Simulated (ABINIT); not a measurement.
## AlN (F-43m): G0W0 in ABINIT against the wavefunction cutoff in GW

Wanted: the cheapest wavefunction cutoff in GW that holds the gap of AlN (F-43m).

Calculated with ABINIT 10.8.3; PBE and many-body steps on it, plane waves.

### Step 1. Set-up

The structure is cubic, space group F-43m (No. 216). Conventional cell: a = 4.368 Å, b = 4.368 Å, c = 4.368 Å, α = 90.00°, β = 90.00°, γ = 90.00°. Al has 4 N at 1.89 Å nearest. Nearest to N lie 4 Al at 1.89 Å. Farther neighbours and most contacts between anions are not listed.

The cell and positions are those that the Materials Project relaxed with its own functionals (PBE, PBE+U or r2SCAN), kept fixed. This is not the form that AlN usually takes at ambient conditions.

### Step 2. Screening, 6×6×6 mesh, 99 bands, screening to 261.2 eV

This step: ABINIT 10.8.3; RPA screening on PBE, plane waves, norm-conserving pseudopotentials.

The RPA dielectric matrix is built and inverted for each q.

The input, run.abi:

```
acell 3*1.0 Angstrom
rprim 
  -0.000000000000 2.183993559600 2.183993559600
  2.183993559600 -0.000000000000 2.183993559600
  2.183993559600 2.183993559600 -0.000000000000
ntypat 2
znucl 13 7
natom 2
typat 1 2
xred 
  0.000000000000 0.000000000000 0.000000000000
  0.750000000000 0.750000000000 0.750000000000
pp_dirpath "pseudos"
pseudos "Al.upf, N.upf"
ecut 36
ngkpt 6 6 6
nshiftk 1
shiftk 0 0 0
kptopt 1
chksymbreak 0
istwfk *1
occopt 1
irdwfk 1
optdriver 3
nband 99
ecuteps 9.6
inclvkb 2
awtr 1
symchi 1
ecutwfn 10.8
indata_prefix "in"
outdata_prefix "out"
tmpdata_prefix "tmp"
```

Run with:

```console
> OMP_NUM_THREADS=1 mpirun -n 8 abinit run.abi > log
```

The log of the run:

```text
.Version 10.8.3 of ABINIT. v10.8.2 released Aug 2026.

 Symmetries : space group F-4 3 m (#216); Bravais cF (face-center cubic)
[... echo of the input left out ...]
== DATASET  1 ==================================================================
-   mpi_nproc: 8, omp_nthreads: 1 (-1 if OMP is not activated)

--- !DatasetInfo
iteration_state: {dtset: 1, }
dimensions: {natom: 2, nkpt: 16, mband: 99, nsppol: 1, nspinor: 1, nspden: 1, mpw: 259, }
cutoff_energies: {ecut:  10.8, pawecutdg:  -1.0, }
electrons: {nelect:   8.00000000E+00, charge:   0.00000000E+00, occopt:   1.00000000E+00, tsmear:   1.00000000E-02, }

 SCREENING: Calculation of the susceptibility and dielectric matrices

 Based on a program developped by R.W. Godby, V. Olevano, G. Onida, and L. Reining.
 Incorporated in ABINIT by V. Olevano, G.-M. Rignanese, and M. Torrent.
.Using double precision arithmetic ; gwpc =  8

[... cell and pseudopotentials left out ...]
--------------------------------------------------------------------------------

 ==== K-mesh for the wavefunctions ====
 Number of points in the irreducible wedge :    16
[... list of points left out ...]
 Together with 24 symmetry operations and time-reversal symmetry
 yields   216 points in the full Brillouin Zone.

 ==== Q-mesh for the screening function ====
 Number of points in the irreducible wedge :    16
[... list of points left out ...]
 Together with 24 symmetry operations and time-reversal symmetry
 yields   216 points in the full Brillouin Zone.

 setmesh: FFT mesh size selected  =    18x   18x   18
          total number of points  =         5832

 vcoul_init : cutoff-mode = AUXILIARY_FUNCTION
 q-points for optical limit:   1
     1)      0.000010    0.000020    0.000030

- screening: taking advantage of time-reversal symmetry
- Maximum band index for partially occupied states nbvw = 4
- Remaining bands to be divided among processors   nbcw = 95
- Number of bands treated by each node ~11

 Number of electrons calculated from density =    7.9625; Expected =    8.0000
 average of density, n =  0.056633
 r_s =    1.6154
 omega_plasma =   22.9557 [eV]

 calculating chi0 at frequencies [eV] :
  1    0.000000E+00    0.000000E+00
  2    0.000000E+00    2.295570E+01

--------------------------------------------------------------------------------
  q-point number  1        q = ( 0.000000, 0.000000, 0.000000) [r.l.u.]
--------------------------------------------------------------------------------
[... chi0 elements left out ...]
 For q-point:  0.000010 0.000020 0.000030
  dielectric constant =   4.4940
  dielectric constant without local fields =   4.9441

  Average fulfillment of the sum rule on Im[epsilon] for q-point    1 :     87.84  [%]
[... wings left out ...]
  q-point number  2        q = ( 0.166667, 0.000000, 0.000000) [r.l.u.]
--------------------------------------------------------------------------------
[... chi0 elements left out ...]
  Average fulfillment of the sum rule on Im[epsilon] for q-point    2 :     99.70  [%]

 [... 14 further q-points ...]
```

Run time: 6.6 s. Hardware: 8 MPI ranks of AMD EPYC 9R45, shared host; peak memory 0.79 GiB.

Numbers from this step:

| Quantity | Value |
| --- | --- |
| ε∞ with local fields, on this mesh, along the program's q direction | 4.494 |
| the same without local fields | 4.944 |
| plasma frequency | 22.96 eV |
| plane waves in the screening matrix | 181 |

Local fields lower ε∞ by 9 %.

### Step 3. 10.8 Ha

This step: G0W0 on PBE, plane waves, norm-conserving pseudopotentials.

run.abi, as its differences from that of step 2:

```diff
@@ -23,8 +23,17 @@
 irdwfk 1
-optdriver 3
+optdriver 4
 nband 99
+gwcalctyp 0
+ecutsigx 10.8
+symsigma 1
+nkptgw 2
+kptgw 
+  0.0000000000 0.0000000000 0.0000000000
+  0.5000000000 0.5000000000 0.0000000000
+bdgw 
+  2 8
+  3 6
 ecuteps 9.6
-inclvkb 2
-awtr 1
-symchi 1
+irdscr 1
+ppmodel 1
 ecutwfn 10.8
```

The log of the run:

```text
.Version 10.8.3 of ABINIT. v10.8.2 released Aug 2026.

 Symmetries : space group F-4 3 m (#216); Bravais cF (face-center cubic)
[... echo of the input left out ...]
== DATASET  1 ==================================================================
-   mpi_nproc: 8, omp_nthreads: 1 (-1 if OMP is not activated)

--- !DatasetInfo
iteration_state: {dtset: 1, }
dimensions: {natom: 2, nkpt: 16, mband: 99, nsppol: 1, nspinor: 1, nspden: 1, mpw: 259, }
cutoff_energies: {ecut:  10.8, pawecutdg:  -1.0, }
electrons: {nelect:   8.00000000E+00, charge:   0.00000000E+00, occopt:   1.00000000E+00, tsmear:   1.00000000E-02, }

 SIGMA: Calculation of the GW corrections

 Based on a program developped by R.W. Godby, V. Olevano, G. Onida, and L. Reining.
 Incorporated in ABINIT by V. Olevano, G.-M. Rignanese, and M. Torrent.
.Using double precision arithmetic ; gwpc =  8

[... cell and pseudopotentials left out ...]
--------------------------------------------------------------------------------

 ==== K-mesh for the wavefunctions ====
 Number of points in the irreducible wedge :    16
[... list of points left out ...]
 Together with 24 symmetry operations and time-reversal symmetry
 yields   216 points in the full Brillouin Zone.

 ==== Q-mesh for screening function ====
 Number of points in the irreducible wedge :    16
[... list of points left out ...]
 Together with 24 symmetry operations and time-reversal symmetry
 yields   216 points in the full Brillouin Zone.

 vcoul_init : cutoff-mode = AUXILIARY_FUNCTION
 q-points for optical limit:   1
     1)      0.000010    0.000020    0.000030
 setmesh: FFT mesh size selected  =    18x   18x   18
          total number of points  =         5832

 Number of electrons calculated from density =    7.9625; Expected =    8.0000
 average of density, n =  0.056633
 r_s =    1.6154
 omega_plasma =   22.9557 [eV]

 === KS Band Gaps ===
  >>>> For spin  1
   Minimum direct gap =   4.1921 [eV], located at k-point      :   0.0000  0.0000  0.0000
   Fundamental gap    =   3.3248 [eV], Top of valence bands at :   0.0000  0.0000  0.0000
                                       Bottom of conduction at :   0.5000  0.5000  0.0000
 SIGMA fundamental parameters:
 PLASMON POLE MODEL  1
 number of plane-waves for SigmaX                  259
 number of plane-waves for SigmaC and W            181
 number of plane-waves for wavefunctions           259
 number of bands                                    99
 number of independent spin polarizations            1
 number of spinorial components                      1
 number of k-points in IBZ                          16
 number of q-points in IBZ                          16
 number of symmetry operations                      24
 number of k-points in BZ                          216
 number of q-points in BZ                          216
 number of frequencies for dSigma/dE                 9
 frequency step for dSigma/dE [eV]                0.25
 number of omega for Sigma on real axis              0
 max omega for Sigma on real axis  [eV]           0.00
 zcut for avoiding poles [eV]                     0.10

 EPSILON^-1 parameters (SCR file):
 dimension of the eps^-1 matrix on file            181
 dimension of the eps^-1 matrix used               181
 number of plane-waves for wavefunctions           259
 number of bands                                    99
 number of q-points in IBZ                          16
 number of frequencies                               2
 number of real frequencies                          1
 number of imag frequencies                          1

 matrix elements of self-energy operator (all in [eV])

 Perturbative Calculation

--- !SelfEnergy_ee
iteration_state: {dtset: 1, }
kpoint     : [   0.000,    0.000,    0.000, ]
spin       : 1
KS_gap     :    4.192
QP_gap     :    5.378
Delta_QP_KS:    1.186
data: !SigmaeeData |
     Band     E0 <VxcDFT>   SigX SigC(E0)      Z dSigC/dE  Sig(E)    E-E0       E
        2   5.159 -16.749 -20.572   3.001   0.789  -0.267 -17.398  -0.649   4.509
        3   5.159 -16.749 -20.572   3.001   0.789  -0.267 -17.398  -0.649   4.509
        4   5.159 -16.749 -20.572   3.001   0.789  -0.267 -17.398  -0.649   4.509
        5   9.351 -12.369  -7.922  -3.789   0.816  -0.225 -11.832   0.537   9.888
        6  17.748  -9.874  -4.088  -5.060   0.819  -0.221  -9.280   0.594  18.342
        7  17.748  -9.874  -4.088  -5.060   0.819  -0.221  -9.280   0.594  18.342
        8  17.748  -9.874  -4.088  -5.060   0.819  -0.221  -9.280   0.594  18.342

--- !SelfEnergy_ee
iteration_state: {dtset: 1, }
kpoint     : [   0.500,    0.500,    0.000, ]
spin       : 1
KS_gap     :    5.100
QP_gap     :    6.422
Delta_QP_KS:    1.322
data: !SigmaeeData |
     Band     E0 <VxcDFT>   SigX SigC(E0)      Z dSigC/dE  Sig(E)    E-E0       E
        3   3.383 -15.250 -19.796   3.274   0.785  -0.274 -16.249  -0.999   2.384
        4   3.383 -15.250 -19.796   3.274   0.785  -0.274 -16.249  -0.999   2.384
        5   8.483  -9.156  -4.996  -3.774   0.835  -0.197  -8.833   0.323   8.806
        6  13.810  -9.433  -4.381  -4.380   0.838  -0.194  -8.870   0.563  14.373

== END DATASET(S) ==============================================================
================================================================================

 -outvars: echo values of variables after computation  --------
           etotal      0.0000000000E+00
            nband          99
             nkpt          16
          spgroup         216
 [... the other variables as echoed above ...]

 Calculation completed.
```

Wall time 4.2 s (8 MPI ranks); peak memory 0.94 GiB; 32 s of CPU time.

Numbers from this step:

| Property | Result |
| --- | --- |
| G0W0 gap on the points computed | 4.297 eV |
| starting gap on the mesh | 3.325 eV |
| k of the valence top | 0, 0, 0 |
| k of the conduction bottom | 0.5, 0.5, 0 |
| Z at the valence top | 0.789 |
| Z at the conduction bottom | 0.835 |
| least direct G0W0 gap on the computed points | 5.379 eV |

### Step 4. Screening, 6×6×6 mesh, 99 bands, screening to 261.2 eV

This step: RPA screening on PBE, plane waves, norm-conserving pseudopotentials.

run.abi, as its differences from that of step 3:

```diff
@@ -23,18 +23,9 @@
 irdwfk 1
-optdriver 4
+optdriver 3
 nband 99
-gwcalctyp 0
-ecutsigx 10.8
-symsigma 1
-nkptgw 2
-kptgw 
-  0.0000000000 0.0000000000 0.0000000000
-  0.5000000000 0.5000000000 0.0000000000
-bdgw 
-  2 8
-  3 6
 ecuteps 9.6
-irdscr 1
-ppmodel 1
-ecutwfn 10.8
+inclvkb 2
+awtr 1
+symchi 1
+ecutwfn 18
 indata_prefix "in"
```

The log of the run:

```text
.Version 10.8.3 of ABINIT. v10.8.2 released Aug 2026.

 Symmetries : space group F-4 3 m (#216); Bravais cF (face-center cubic)
[... echo of the input left out ...]
== DATASET  1 ==================================================================
-   mpi_nproc: 8, omp_nthreads: 1 (-1 if OMP is not activated)

--- !DatasetInfo
iteration_state: {dtset: 1, }
dimensions: {natom: 2, nkpt: 16, mband: 99, nsppol: 1, nspinor: 1, nspden: 1, mpw: 531, }
cutoff_energies: {ecut:  18.0, pawecutdg:  -1.0, }
electrons: {nelect:   8.00000000E+00, charge:   0.00000000E+00, occopt:   1.00000000E+00, tsmear:   1.00000000E-02, }

 SCREENING: Calculation of the susceptibility and dielectric matrices

 Based on a program developped by R.W. Godby, V. Olevano, G. Onida, and L. Reining.
 Incorporated in ABINIT by V. Olevano, G.-M. Rignanese, and M. Torrent.
.Using double precision arithmetic ; gwpc =  8

[... cell and pseudopotentials left out ...]
--------------------------------------------------------------------------------

 ==== K-mesh for the wavefunctions ====
 Number of points in the irreducible wedge :    16
[... list of points left out ...]
 Together with 24 symmetry operations and time-reversal symmetry
 yields   216 points in the full Brillouin Zone.

 ==== Q-mesh for the screening function ====
 Number of points in the irreducible wedge :    16
[... list of points left out ...]
 Together with 24 symmetry operations and time-reversal symmetry
 yields   216 points in the full Brillouin Zone.

 setmesh: FFT mesh size selected  =    20x   20x   20
          total number of points  =         8000

 vcoul_init : cutoff-mode = AUXILIARY_FUNCTION
 q-points for optical limit:   1
     1)      0.000010    0.000020    0.000030

- screening: taking advantage of time-reversal symmetry
- Maximum band index for partially occupied states nbvw = 4
- Remaining bands to be divided among processors   nbcw = 95
- Number of bands treated by each node ~11

 Number of electrons calculated from density =    7.9955; Expected =    8.0000
 average of density, n =  0.056868
 r_s =    1.6132
 omega_plasma =   23.0032 [eV]

 calculating chi0 at frequencies [eV] :
  1    0.000000E+00    0.000000E+00
  2    0.000000E+00    2.300319E+01

--------------------------------------------------------------------------------
  q-point number  1        q = ( 0.000000, 0.000000, 0.000000) [r.l.u.]
--------------------------------------------------------------------------------
[... chi0 elements left out ...]
 For q-point:  0.000010 0.000020 0.000030
  dielectric constant =   4.3819
  dielectric constant without local fields =   4.8284

  Average fulfillment of the sum rule on Im[epsilon] for q-point    1 :     88.40  [%]
[... wings left out ...]
  q-point number  2        q = ( 0.166667, 0.000000, 0.000000) [r.l.u.]
--------------------------------------------------------------------------------
[... chi0 elements left out ...]
  Average fulfillment of the sum rule on Im[epsilon] for q-point    2 :     95.58  [%]

 [... 14 further q-points ...]
```

Run time: 5.8 s. Hardware: 8 MPI ranks; peak memory 0.86 GiB.

This step gave:

```
ε∞ with local fields, on this mesh, along the program's q direction : 4.382
the same without local fields                                       : 4.828
plasma frequency                                                    : 23.00 eV
plane waves in the screening matrix                                 : 181
```

### Step 5. 18 Ha

The self-energy is evaluated for the states that the input lists, and the levels follow from it, in one-shot runs by the linearised quasiparticle equation.

This step: G0W0 on PBE, plane waves, norm-conserving pseudopotentials.

run.abi, as its differences from that of step 4:

```diff
@@ -23,8 +23,17 @@
 irdwfk 1
-optdriver 3
+optdriver 4
 nband 99
+gwcalctyp 0
+ecutsigx 18
+symsigma 1
+nkptgw 2
+kptgw 
+  0.0000000000 0.0000000000 0.0000000000
+  0.5000000000 0.5000000000 0.0000000000
+bdgw 
+  2 8
+  3 6
 ecuteps 9.6
-inclvkb 2
-awtr 1
-symchi 1
+irdscr 1
+ppmodel 1
 ecutwfn 18
```

The log of the run:

```text
.Version 10.8.3 of ABINIT. v10.8.2 released Aug 2026.

 Symmetries : space group F-4 3 m (#216); Bravais cF (face-center cubic)
[... echo of the input left out ...]
== DATASET  1 ==================================================================
-   mpi_nproc: 8, omp_nthreads: 1 (-1 if OMP is not activated)

--- !DatasetInfo
iteration_state: {dtset: 1, }
dimensions: {natom: 2, nkpt: 16, mband: 99, nsppol: 1, nspinor: 1, nspden: 1, mpw: 531, }
cutoff_energies: {ecut:  18.0, pawecutdg:  -1.0, }
electrons: {nelect:   8.00000000E+00, charge:   0.00000000E+00, occopt:   1.00000000E+00, tsmear:   1.00000000E-02, }

 SIGMA: Calculation of the GW corrections

 Based on a program developped by R.W. Godby, V. Olevano, G. Onida, and L. Reining.
 Incorporated in ABINIT by V. Olevano, G.-M. Rignanese, and M. Torrent.
.Using double precision arithmetic ; gwpc =  8

[... cell and pseudopotentials left out ...]
--------------------------------------------------------------------------------

 ==== K-mesh for the wavefunctions ====
 Number of points in the irreducible wedge :    16
[... list of points left out ...]
 Together with 24 symmetry operations and time-reversal symmetry
 yields   216 points in the full Brillouin Zone.

 ==== Q-mesh for screening function ====
 Number of points in the irreducible wedge :    16
[... list of points left out ...]
 Together with 24 symmetry operations and time-reversal symmetry
 yields   216 points in the full Brillouin Zone.

 vcoul_init : cutoff-mode = AUXILIARY_FUNCTION
 q-points for optical limit:   1
     1)      0.000010    0.000020    0.000030
 setmesh: FFT mesh size selected  =    24x   24x   24
          total number of points  =        13824

 Number of electrons calculated from density =    7.9955; Expected =    8.0000
[...]
number of omega for Sigma on real axis              0
 max omega for Sigma on real axis  [eV]           0.00
 zcut for avoiding poles [eV]                     0.10

 EPSILON^-1 parameters (SCR file):
 dimension of the eps^-1 matrix on file            181
 dimension of the eps^-1 matrix used               181
 number of plane-waves for wavefunctions           531
 number of bands                                    99
 number of q-points in IBZ                          16
 number of frequencies                               2
 number of real frequencies                          1
 number of imag frequencies                          1

 matrix elements of self-energy operator (all in [eV])

 Perturbative Calculation

--- !SelfEnergy_ee
iteration_state: {dtset: 1, }
kpoint     : [   0.000,    0.000,    0.000, ]
spin       : 1
KS_gap     :    4.192
QP_gap     :    5.534
Delta_QP_KS:    1.342
data: !SigmaeeData |
     Band     E0 <VxcDFT>   SigX SigC(E0)      Z dSigC/dE  Sig(E)    E-E0       E
        2   5.159 -16.954 -20.944   2.972   0.786  -0.273 -17.754  -0.800   4.359
        3   5.159 -16.954 -20.944   2.972   0.786  -0.273 -17.754  -0.800   4.359
        4   5.159 -16.954 -20.944   2.972   0.786  -0.273 -17.754  -0.800   4.359
[...]
--- !SelfEnergy_ee
iteration_state: {dtset: 1, }
kpoint     : [   0.500,    0.500,    0.000, ]
spin       : 1
KS_gap     :    5.100
QP_gap     :    6.549
Delta_QP_KS:    1.449
data: !SigmaeeData |
     Band     E0 <VxcDFT>   SigX SigC(E0)      Z dSigC/dE  Sig(E)    E-E0       E
[...]
5   8.483  -9.202  -5.014  -3.771   0.835  -0.197  -8.853   0.348   8.832
        6  13.810  -9.461  -4.383  -4.375   0.838  -0.193  -8.872   0.589  14.399

== END DATASET(S) ==============================================================
================================================================================

 -outvars: echo values of variables after computation  --------
           etotal      0.0000000000E+00
            nband          99
             nkpt          16
          spgroup         216
 [... the other variables as echoed above ...]

 Calculation completed.
```

It took 4.2 s on 8 MPI ranks; peak memory 1 GiB; 32 s of CPU time.

Numbers from this step:

```yaml
g0w0_gap_on_the_points_computed: 4.473 eV
starting_gap_on_the_mesh: 3.325 eV
k_of_the_valence_top: 0, 0, 0
k_of_the_conduction_bottom: 0.5, 0.5, 0
z_at_the_valence_top: 0.786
z_at_the_conduction_bottom: 0.835
least_direct_g0w0_gap_on_the_computed_points: 5.534 eV
```

The gap on the mesh goes from 3.32 eV to 4.47 eV, a correction of +1.15 eV.

[end of part 1 of 2]

[Paths, hosts, dates, memory and timing lines, banners, echoed tables and standing remarks are left out of the program output.]

[Logs are printed without paths, hosts, clocks, repeated set-up lines and the standing remarks that a program may print on its own settings, such as how far it seeks lower states.]

[Runs of the session that timed out or met a known fault of the program may be left out.]

[No measured gap is set beside runs whose start may be inverted or whose files or cutoffs have a known fault.]

[Hosts, paths, dates, database ids (printed as entryN), source tags and the programs' standing remarks are cut or masked in the printed files.]

[G0W0 gaps are taken among the corrected bands and points alone; a level outside them can change the order at an edge.]

[Where Ansatz stands beside ABINIT at settings called matched, ABINIT's density can come from a denser mesh and the files from another edition; pairs whose starting gaps differed by over 0.03 eV were left out, so agreement reads better than it is.]
